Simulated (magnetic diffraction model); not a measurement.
**TbCeCu3Ge3 below its ordering temperature**

Space group Amm2 (no. 38), a = 4.1430 Å, b = 4.1620 Å, c = 17.2450 Å.

```
site  atom    x    y       z
  2a    Tb    0  1/2  0.1217
  2b    Ce  1/2  1/2  0.3376
  2a    Ge    0    0  0.2691
  2b    Ge  1/2    0  0.4774
  2b    Ge  1/2    0  0.0647
  2a    Cu    0    0  0.4062
  2a    Cu    0  1/2  0.4883
  2b    Cu  1/2    0  0.1999
```

The compound is invented for this exercise: a known structure type with other elements, its cell scaled to their sizes and not relaxed.

Only Tb and Ce are taken to order (form factors of Tb3+ and Ce3+); orders and moment sizes are assumed, and not adapted to the symmetry. Radiation: neutrons of λ = 1.594 Å, 3° to 45°; isotropic B of 0.54 Å² (Tb), 0.59 Å² (Ce), 0.69 Å² (Ge) and 0.75 Å² (Cu). Simulated constant-wavelength pattern: nuclear and magnetic terms add, the magnetic one as |2.695 fm × Σ f S⊥ exp(2πi Q·r) exp(−B s²)|², summed over all Q at one angle with the factor 1/(sin²θ cos θ). For collinear order S is the moment m, which repeats by lattice and centring translations R with the sign exp(−2πi k·R). Free-ion form factors, Sears's scattering lengths of 1992, no absorption; a label names one of the reflections at its angle. The strongest nuclear line in the range is 100, and lines under 0.2 are left out.

Above the ordering temperature:

```csv
2θ (°),index,I
10.61,(0 0 2),14.2
21.31,(0 0 4),3.8
22.18,(1 0 0),0.2
22.72,(0 1 1),19.8
24.65,(1 0 2),4.0
30.95,(1 0 4),1.6
31.96,(1 1 1),8.8
32.20,(0 0 6),0.8
34.93,(0 1 5),41.0
35.49,(1 1 3),100.0
39.45,(1 0 6),19.6
41.77,(1 1 5),18.3
43.40,(0 0 8),1.5
```

Below it (cell unchanged):

```
2θ (°)      I
 10.61   14.2
 21.31    3.8
 22.18    6.3
 22.72   40.2
 24.65   22.4
 27.35    6.5
 30.95    5.2
 31.96   24.4
 32.20    0.8
 34.93   44.9
 35.49  113.5
 39.45   21.5
 41.77   21.5
 43.40    1.5
 44.16    0.8
```

**Question.** Find the propagation vector, then choose among these models:
A. collinear moments along [111], 5.6 μB on Tb and 1.2 μB on Ce; signs + at (0, 1/2, 0.1217), + at (1/2, 1/2, 0.3376)
B. collinear moments along [111], 5.6 μB on Tb and 1.2 μB on Ce; signs + at (0, 1/2, 0.1217), − at (1/2, 1/2, 0.3376)
C. collinear moments along [001], 5.6 μB on Tb and 1.2 μB on Ce; signs + at (0, 1/2, 0.1217), + at (1/2, 1/2, 0.3376)
D. collinear moments along [001], 5.6 μB on Tb and 1.2 μB on Ce; signs + at (0, 1/2, 0.1217), − at (1/2, 1/2, 0.3376)

No line moves, and magnetic intensity falls on nuclear lines such as the one at 22.72°, so the magnetic cell equals the chemical primitive cell: k = 0.

Magnetic intensity, observed (below minus above) and for each model:

| 2θ (°) | index | observed | A | B | C | D |
| --- | --- | --- | --- | --- | --- | --- |
| 10.61 | (0 0 2) | <0.2 | 3.3 | 7.2 | <0.2 | <0.2 |
| 22.18 | (1 0 0) | 6.1 | 5.8 | 14.0 | 6.1 | 14.8 |
| 22.72 | (0 1 1) | 20.3 | 19.4 | 16.2 | 20.3 | 17.0 |
| 24.65 | (1 0 2) | 18.4 | 17.9 | 8.1 | 18.4 | 8.3 |
| 27.35 | (0 1 3) | 6.3 | 6.3 | 10.6 | 6.3 | 10.6 |
| 31.96 | (1 1 1) | 15.6 | 14.8 | 17.8 | 15.6 | 18.7 |
| 35.49 | (1 1 3) | 13.4 | 13.1 | 7.8 | 13.4 | 8.0 |
| 41.77 | (1 1 5) | 3.2 | 3.2 | 7.2 | 3.2 | 7.0 |

Model C matches.

The absence at (0 0 2) is telling: Q lies along the moments there, so the part normal to Q vanishes.

The structure used: k = (0 0 0), collinear moments along [001], 5.6 μB on Tb and 1.2 μB on Ce; signs + at (0, 1/2, 0.1217), + at (1/2, 1/2, 0.3376).

[Logs are printed without paths, hosts, clocks, repeated set-up lines and the standing remarks that a program may print on its own settings, such as how far it seeks lower states.]
